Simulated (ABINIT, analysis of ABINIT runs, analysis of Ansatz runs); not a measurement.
# Reproducing a measured charge-transition level: substitutional N in diamond (ABINIT)

Aim: the charge-transition level of substitutional N in diamond, to be set beside the measurement. Set-up: PBE, JTH 2.0 PBE, 64-site cell, PBE lattice, k: the zone centre alone then 2x2x2 shifted, random start of 0.1 A, dielectric constants 5.7 and 5.7 (handbook). The model is a cell of 64 host atoms with 1 C taken out and 1 N put in. The level is the Fermi energy at which two charge states have equal formation energy, after a correction for the images of the charge. Another start tests whether the structure found is the lowest.

What was measured. (+1/0) level below the conduction-band bottom: 1.7 eV (quoted in “Hunting the elusive shallow n-type donor – An ab initio study of Li and N co-doped diamond”, 2021, S. Conejeros et al., quoting earlier work (1969)).

Main program and level: ABINIT 10.8.3; ABINIT plane-wave DFT, PBE, JTH 2.0 PBE potentials; relaxation of all atoms of a defect supercell.

## Step 1: The structure

The cell holds 64 atoms: 63 C and 1 N. Cell: a = 7.141 Å, b = 7.141 Å, c = 7.141 Å, α = 90.0°, β = 90.0°, γ = 90.0°. It derives from C (space group Fd-3m). Nearest the centre at fractional (0.375, 0.375, 0.375): N8 at 0.10 Å, C49 at 1.46 Å, C42 at 1.49 Å, C27 at 1.51 Å, C4 at 1.61 Å, C37 at 2.44 Å, C31 at 2.45 Å, C6 at 2.46 Å. The cell carries charge +1.

The host's primitive cell comes from a first run (ABINIT plane-wave DFT, PBE, JTH 2.0 PBE potentials; relaxation of cell and atoms of a defect-free cell): vectors of 2.525, 2.525 and 2.525 Å. That is 5.69 Å³ an atom, 0.3 % over the diffraction cell's volume. The supercell is built on it.

## Step 2: Relaxation, charge +1

Every later number rests on the structure around the defect, so the atoms are relaxed at the host's lattice first.

Input file run.abi:

```
# substitutional N in diamond
acell 3*1.0 Angstrom
rprim
     7.140792529    0.000000000    0.000000000
     0.000000000    7.140792529    0.000000000
     0.000000000    0.000000000    7.140792529
natom 64
ntypat 2
znucl 6 7
typat 1 1 1 1 1 1 1 2 1 1 1 1 1 1 1 1 1 1 1 1 1 1 1 1 1 1 1 1 1 1 1 1 1 1 1 1 1 1 1 1 1 1 1 1 1 1 1 1 1 1 1 1 1 1 1 1 1 1 1 1 1 1 1 1
xred
    -0.004946292    0.001131751    0.236947541
     0.011150801    0.252027245    0.008225769
     0.237656440   -0.001988538   -0.006308376
     0.247233718    0.252287674    0.236463841
     0.136271110    0.117055831    0.372557537
     0.125728616    0.369689086    0.137937413
     0.370728796    0.136641709    0.118493020
     0.378190576    0.387156316    0.368822819
     0.011373401   -0.004135528    0.757046738
    -0.009988443    0.249250555    0.490213136
     0.249886946   -0.011592341    0.507856094
     0.250581991    0.236292901    0.747191073
     0.131812234    0.133904998    0.883390938
     0.111706582    0.377855317    0.621646559
     0.378552990    0.124956935    0.638545765
     0.370451334    0.367932062    0.886201216
    -0.001873580    0.501719941    0.263771160
     0.009634557    0.760074083    0.001342204
     0.238244788    0.499355113   -0.007583697
     0.248499470    0.759956423    0.259733006
     0.137010192    0.631394840    0.371687197
     0.118368822    0.880777811    0.135897602
     0.387913178    0.619657812    0.124092137
     0.371820327    0.888457434    0.377213709
    -0.008813474    0.503258195    0.739616350
    -0.013338107    0.751119140    0.504117739
     0.263153803    0.504666845    0.498854844
     0.253802062    0.762758873    0.754343830
     0.113936190    0.633053805    0.872026504
     0.112734453    0.871431623    0.630739024
     0.368425615    0.621883174    0.613034374
     0.384726558    0.881833058    0.882403834
     0.499165841   -0.001915803    0.263847283
     0.495388768    0.237741270    0.004957160
     0.736188214    0.000014999   -0.002312507
     0.737281429    0.255816414    0.250721547
     0.621276768    0.137935741    0.371137682
     0.627529984    0.382938851    0.136255540
     0.862506725    0.126315626    0.118811254
     0.881881886    0.363069732    0.377534106
     0.496033077   -0.013415938    0.749375907
     0.493030254    0.245146882    0.488865224
     0.762878784   -0.005388981    0.498900378
     0.736632211    0.249169366    0.745910304
     0.630272441    0.134058442    0.884287591
     0.632915763    0.383588735    0.632725780
     0.886068709    0.120309656    0.617816845
     0.888812999    0.374420441    0.877231262
     0.490986339    0.489360026    0.251287720
     0.504764038    0.760804964    0.007527951
     0.747863259    0.487080106    0.004962261
     0.756697747    0.749277177    0.262277258
     0.636507814    0.624811292    0.367022033
     0.624073474    0.878070169    0.111368090
     0.861709722    0.621111195    0.127087836
     0.876615952    0.880695561    0.387691046
     0.507885621    0.492009025    0.741628940
     0.512536183    0.751409886    0.493919730
     0.739417856    0.492830958    0.494278425
     0.762835914    0.753744136    0.745836573
     0.638916022    0.626471241    0.874458584
     0.621461877    0.865030660    0.615823546
     0.877591194    0.615372435    0.615165924
     0.884498430    0.864872340    0.876823098
pseudos "C.xml, N.xml"
ecut 23.0
pawecutdg 46.0
cellcharge 1
kptopt 0
nkpt 1
kpt 0 0 0
nsym 1
chkprim 0
maxnsym 12000
nband 136
occopt 3
tsmear 0.01 eV
nstep 100
diemac 4.0
tolrff 0.02
ionmov 22
ntime 70
tolmxf 3.9e-04
paral_kgb 1
npband 4
npfft 1
np_spkpt 1
bandpp 34
wfoptalg 114
iomode 3
prtwf 0
prteig 0
prtebands 0
prtden 0
```

Launch:

```sh
> OMP_NUM_THREADS=1 mpirun -n 4 abinit run.abi > run.log
```

Numbers of over 12 decimals in the logs are rounded to 6 here.

The program printed:

```text
Symmetries : space group P1 (#  1); Bravais aP (primitive triclinic)
================================================================================
 Values of the parameters that define the memory need of the present run
     intxc =       0    ionmov =      22      iscf =      17    lmnmax =       8
     lnmax =       4     mgfft =      60  mpssoang =       2    mqgrid =    4120
     natom =      64  nloc_mem =       2    nspden =       1   nspinor =       1
    nsppol =       1      nsym =       1    n1xccc =       1    ntypat =       2
    occopt =       3   xclevel =       2
-    mband =         136        mffmem =           1         mkmem =           1
       mpw =        1630          nfft =      216000          nkpt =           1
Pmy_natom=        16
 PAW method is used; the additional fine FFT grid is defined by:
   mgfftf=        90    nfftf =    729000
================================================================================
  Rough estimation (10% accuracy) of disk space for files :
_ WF disk file :      3.385 Mbytes ; DEN or POT disk file :      5.564 Mbytes.
================================================================================

--------------------------------------------------------------------------------
------------- Echo of variables that govern the present computation ------------
--------------------------------------------------------------------------------
-
- outvars: echo of selected default values
-   iomode0 =  0 , fftalg0 =312 , wfoptalg0 = 10
-
- outvars: echo of global parameters not present in the input file
-  max_nthreads =    1
-
 -outvars: echo values of preprocessed input variables --------
-          iomode           3
            acell      1.8897261259E+00  1.8897261259E+00  1.8897261259E+00 Bohr
              amu      1.20110000E+01  1.40067400E+01
           bandpp          34
       cellcharge      1.00000000E+00
          chkprim           0
     densfor_pred           6
           diemac      4.00000000E+00
             ecut      2.30000000E+01 Hartree
-          fftalg         312
           ionmov          22
           istwfk        2
              ixc     -101130
           kptopt           0
          maxnsym    ***
            natom          64
            nband         136
            ngfft          60      60      60
          ngfftdg          90      90      90
             nkpt           1
-          npband           4
            nstep         100
             nsym           1
            ntime          70
           ntypat           2
              occ      2.000000  2.000000  2.000000  2.000000  2.000000  2.000000
                       2.000000  2.000000  2.000000  2.000000  2.000000  2.000000
                       2.000000  2.000000  2.000000  2.000000  2.000000  2.000000
                       2.000000  2.000000  2.000000  2.000000  2.000000  2.000000
                       2.000000  2.000000  2.000000  2.000000  2.000000  2.000000
                       2.000000  2.000000  2.000000  2.000000  2.000000  2.000000
                       2.000000  2.000000  2.000000  2.000000  2.000000  2.000000
                       2.000000  2.000000  2.000000  2.000000  2.000000  2.000000
                       2.000000  2.000000  2.000000  2.000000  2.000000  2.000000
                       2.000000  2.000000  2.000000  2.000000  2.000000  2.000000
                       2.000000  2.000000  2.000000  2.000000  2.000000  2.000000
                       2.000000  2.000000  2.000000  2.000000  2.000000  2.000000
                       2.000000  2.000000  2.000000  2.000000  2.000000  2.000000
                       2.000000  2.000000  2.000000  2.000000  2.000000  2.000000
                       2.000000  2.000000  2.000000  2.000000  2.000000  2.000000
                       2.000000  2.000000  2.000000  2.000000  2.000000  2.000000
                       2.000000  2.000000  2.000000  2.000000  2.000000  2.000000
[...]
0.000000  0.000000  0.000000  0.000000
           occopt           3
        optforces           1
        paral_kgb           1
        pawecutdg      4.60000000E+01 Hartree
           prtden           0
        prtebands           0
           prteig           0
            prtwf           0
            rprim      7.1407925290E+00  0.0000000000E+00  0.0000000000E+00
                       0.0000000000E+00  7.1407925290E+00  0.0000000000E+00
                       0.0000000000E+00  0.0000000000E+00  7.1407925290E+00
          spgroup           1
           tolmxf      3.90000000E-04
           tolrff      2.00000000E-02
           tsmear      3.67493222E-04 Hartree
            typat      1  1  1  1  1  1  1  2  1  1  1  1  1  1  1  1  1  1  1  1
                       1  1  1  1  1  1  1  1  1  1  1  1  1  1  1  1  1  1  1  1
                       1  1  1  1  1  1  1  1  1  1  1  1  1  1  1  1  1  1  1  1
                       1  1  1  1
           useylm           1
         wfoptalg         114
           xangst     -3.5320444960E-02  8.0815990855E-03  1.6919932305E+00
                       7.9625556473E-02  1.7996742682E+00  5.8738509820E-02
                       1.6970553312E+00 -1.4199737294E-02 -4.5046804211E-02
                       1.7654446864E+00  1.8015339377E+00  1.6885392292E+00
                       9.7308372421E-01  8.3587140348E-01  2.6603560768E+00
                       8.9780196181E-01  2.6398730634E+00  9.8498244822E-01
                       2.6472974168E+00  9.7573009478E-01  8.4613407195E-01
                       2.7005804396E+00  2.7646029288E+00  2.6336872304E+00
                       8.1215096890E-02 -2.9530947446E-02  5.4059136908E+00
                      -7.1325399151E-02  1.7798465010E+00  3.5005102992E+00
                       1.7843908371E+00 -8.2778502006E-02  3.6264950018E+00
                       1.7893540092E+00  1.6873185821E+00  5.3355364318E+00
                       9.4124381578E-01  9.5618780931E-01  6.3081114103E+00
                       7.9767352619E-01  2.6981864247E+00  4.4390491042E+00
                       2.7031683628E+00  8.9229154789E-01  4.5597228281E+00
[...]
xcart     -6.6745967619E-02  1.5272008931E-02  3.1974038126E+00
[...]
xred     -4.9462920000E-03  1.1317510000E-03  2.3694754100E-01
[...]
znucl        6.00000    7.00000

================================================================================

 chkinp: Checking input parameters for consistency.

================================================================================
[...]
cartesian forces (eV/Angstrom) at end:
[...]
frms,max,avg= 3.8671542E-03 1.0457878E-02   1.530E-04  8.669E-05  2.045E-04 e/A
 length scales=  1.889726125908  1.889726125908  1.889726125908 bohr
              =  1.000000000000  1.000000000000  1.000000000000 angstroms
 Fermi (or HOMO) energy (hartree) =   0.43640   Average Vxc (hartree)=  -0.48855
 Eigenvalues (hartree) for nkpt=   1  k points:
 kpt#   1, nband=136, wtk=  1.00000, kpt=  0.0000  0.0000  0.0000 (reduced coord)
[...]
occupation numbers for kpt#   1
[...]
2.00000    2.00000    2.00000    2.00000    2.00000    2.00000    2.00000    2.00000
   2.00000    2.00000    2.00000    2.00000    2.00000    2.00000    2.00000    2.00000
   2.00000    2.00000    2.00000    2.00000    2.00000    2.00000    2.00000    2.00000
   2.00000    2.00000    2.00000    2.00000    2.00000    2.00000    2.00000    2.00000
   2.00000    2.00000    2.00000    2.00000    2.00000    2.00000    2.00000    2.00000
   2.00000    2.00000    2.00000    2.00000    2.00000    2.00000    2.00000    2.00000
   2.00000    2.00000    2.00000    2.00000    2.00000    2.00000    2.00000    2.00000
   0.00000    0.00000    0.00000    0.00000    0.00000    0.00000    0.00000    0.00000

 Calculation was performed for a charged system with PBC
 You may consider including the monopole correction to the total energy
 The correction is to be divided by the dielectric constant

iteration_state     : {dtset: 1, itime: 9, icycle: 1, }
comment             : Components of total free energy in Hartree
kinetic             :  2.23612364920950E+02
hartree             :  3.22707714852692E+01
xc                  : -1.38932433614214E+02
Ewald energy        : -4.12114308146761E+02
psp_core            :  2.91468220161740E+01
local_psp           : -1.54745738982365E+02
PAW spherical_terms :  4.88203968934337E+01
internal            : -3.71942125427513E+02
'-kT*entropy'       :  4.00942737519666E-15
total_energy        : -3.71942125427513E+02
total_energy_eV     : -1.01210608361592E+04
monopole_correction :  1.05130709201919E-01
monopole_correction_eV:  2.86075233440732E+00

iteration_state     : {dtset: 1, itime: 9, icycle: 1, }
comment             : '"Double-counting" decomposition of free energy'
band_energy         :  1.16371075898165E+01
Ewald energy        : -4.12114308146761E+02
psp_core            :  2.91468220161740E+01
xc_dc               : -2.66755554695091E+01
PAW spherical_terms :  2.60638167145533E+01
internal            : -3.71942117295726E+02
'-kT*entropy'       :  4.00942737519666E-15
total_energy_dc     : -3.71942117295726E+02
total_energy_dc_eV  : -1.01210606148820E+04

iteration_state     : {dtset: 1, itime: 9, icycle: 1, }
comment             : 'Components of total free energy, including PAW core contributions'
Total energy        : -2.45515890187992E+03
Total energy DC     : -2.45515889374813E+03
Total energy (eV)   : -6.68082771743131E+04
Total energy DC (eV): -6.68082769530359E+04

 rms coord change=  8.1327E-03   atom, delta coord (reduced):
[...]
59        0.011056002434      0.007247035719      0.006036978601
    60       -0.012512539546     -0.003622527913      0.004538687124
    61       -0.013613561801     -0.001291323720      0.000847515657
    62        0.003860841495      0.009970919954      0.009568515281
    63       -0.002360558590      0.009756002845      0.010255830767
    64       -0.009261877940      0.010160617910     -0.001523210410

 Cartesian components of stress tensor (hartree/bohr^3)
  sigma(1 1)=  1.55542682E-04  sigma(3 2)=  4.68929126E-08
  sigma(2 2)=  1.55560026E-04  sigma(3 1)= -6.95439364E-09
  sigma(3 3)=  1.55517479E-04  sigma(2 1)= -1.61917259E-08

-Cartesian components of stress tensor (GPa)         [Pressure= -4.5761E+00 GPa]
- sigma(1 1)=  4.57622370E+00  sigma(3 2)=  1.37963712E-03
- sigma(2 2)=  4.57673396E+00  sigma(3 1)= -2.04605325E-04
- sigma(3 3)=  4.57548220E+00  sigma(2 1)= -4.76377023E-04

== END DATASET(S) ==============================================================
================================================================================

 -outvars: echo values of variables after computation  --------
-          iomode           3
            acell      1.8897261259E+00  1.8897261259E+00  1.8897261259E+00 Bohr
              amu      1.20110000E+01  1.40067400E+01
           bandpp          34
       cellcharge      1.00000000E+00
          chkprim           0
     densfor_pred           6
           diemac      4.00000000E+00
             ecut      2.30000000E+01 Hartree
           etotal     -3.7194211730E+02
            fcart      1.9871944778E-05 -1.9252782565E-05 -2.9498644568E-05
[...]
-          fftalg         312
           ionmov          22
           istwfk        2
              ixc     -101130
           kptopt           0
          maxnsym    ***
            natom          64
            nband         136
            ngfft          60      60      60
          ngfftdg          90      90      90
             nkpt           1
-          npband           4
            nstep         100
             nsym           1
            ntime          70
           ntypat           2
              occ      2.000000  2.000000  2.000000  2.000000  2.000000  2.000000
[...]
2.000000  2.000000  2.000000  2.000000  2.000000  2.000000
                       2.000000  2.000000  2.000000  2.000000  2.000000  2.000000
                       2.000000  2.000000  2.000000  2.000000  2.000000  2.000000
                       2.000000  2.000000  2.000000  2.000000  2.000000  2.000000
                       2.000000  2.000000  2.000000  2.000000  2.000000  2.000000
                       2.000000  2.000000  2.000000  2.000000  2.000000  2.000000
                       2.000000  2.000000  2.000000  2.000000  2.000000  2.000000
                       2.000000  2.000000  0.000000  0.000000  0.000000  0.000000
                       0.000000  0.000000  0.000000  0.000000
           occopt           3
        optforces           1
        paral_kgb           1
        pawecutdg      4.60000000E+01 Hartree
           prtden           0
        prtebands           0
           prteig           0
            prtwf           0
            rprim      7.1407925290E+00  0.0000000000E+00  0.0000000000E+00
[...]
spgroup           1
           strten      1.5554268224E-04  1.5556002553E-04  1.5551747902E-04
[...]
tolmxf      3.90000000E-04
           tolrff      2.00000000E-02
           tsmear      3.67493222E-04 Hartree
            typat      1  1  1  1  1  1  1  2  1  1  1  1  1  1  1  1  1  1  1  1
                       1  1  1  1  1  1  1  1  1  1  1  1  1  1  1  1  1  1  1  1
                       1  1  1  1  1  1  1  1  1  1  1  1  1  1  1  1  1  1  1  1
                       1  1  1  1
           useylm           1
         wfoptalg         114
           xangst      2.1007712795E-03  1.2233276306E-03  1.7846914861E+00
[...]
xcart      3.9698823714E-03  2.3117541840E-03  3.3725781279E+00
[...]
xred      2.9419301442E-04  1.7131538630E-04  2.4992904903E-01
[...]
5.0023871261E-01  5.0002323944E-01  7.5057191164E-01
                       5.0021852855E-01  7.5028486559E-01  5.0028692713E-01
                       7.5047385843E-01  5.0007799372E-01  5.0031540360E-01
                       7.5032337445E-01  7.5012160809E-01  7.5037526012E-01
                       6.2530246020E-01  6.2517991728E-01  8.7530609966E-01
                       6.2532271850E-01  8.7500157995E-01  6.2539206128E-01
                       8.7523063541E-01  6.2512843784E-01  6.2542175477E-01
                       8.7523655206E-01  8.7503295791E-01  8.7529988759E-01
            znucl        6.00000    7.00000

================================================================================
[key lines of the parts left out:]
pressure_GPa:  -4.5761E+00
```

Wall time 4.4 min (4 MPI ranks of Intel Xeon Platinum 8375C at 2.90GHz (Ice Lake), shared host); peak memory 1.4 GiB; 18 min of CPU time.

The steps of the relaxation:

| step | energy less that of the first step (eV) |
| --- | --- |
| 0 | 0.0000 |
| 1 | -11.7693 |
| 2 | -14.7084 |
| 3 | -15.0486 |
| 4 | -15.1509 |
| 5 | -15.1752 |
| 6 | -15.1834 |
| 7 | -15.1845 |
| 8 | -15.1848 |

The atoms that moved most (Å):

| atom | dx | dy | dz | length |
| --- | --- | --- | --- | --- |
| C49 | 0.074 | 0.084 | -0.015 | 0.113 |
| C42 | 0.059 | 0.027 | 0.089 | 0.110 |
| C23 | -0.098 | 0.037 | 0.010 | 0.105 |
| C53 | -0.082 | 0.000 | 0.066 | 0.105 |
| C27 | -0.100 | -0.026 | 0.018 | 0.105 |
| C31 | 0.056 | 0.021 | 0.086 | 0.105 |
| C14 | 0.098 | -0.027 | 0.025 | 0.104 |
| C59 | 0.079 | 0.052 | 0.043 | 0.104 |

Neighbours of N8 at the end:

| atom | distance (Å) |
| --- | --- |
| C4 | 1.559 |
| C27 | 1.559 |
| C42 | 1.559 |
| C49 | 1.560 |
| C7 | 2.522 |
| C5 | 2.522 |
| C21 | 2.523 |
| C38 | 2.523 |
| C23 | 2.523 |
| C31 | 2.523 |
| C6 | 2.523 |
| C37 | 2.523 |
| C15 | 2.523 |
| C53 | 2.523 |
| C46 | 2.523 |
| C14 | 2.523 |

Among the atoms that came to bonding distance: C42–C46 1.54 Å (from 1.74); C7–C33 1.54 Å (from 1.70); C23–C20 1.54 Å (from 1.71).

(Part 1 of 4 ends here.)

[Logs are printed without paths, hosts, clocks, repeated set-up lines and the standing remarks that a program may print on its own settings, such as how far it seeks lower states.]

[Hosts, paths, dates, database ids (printed as entryN), source tags and the programs' standing remarks are cut or masked in the printed files.]

[For some hosts the program warned that the k-mesh of the response run may be too coarse for force constants and the static dielectric constant; such warnings are not shown here.]
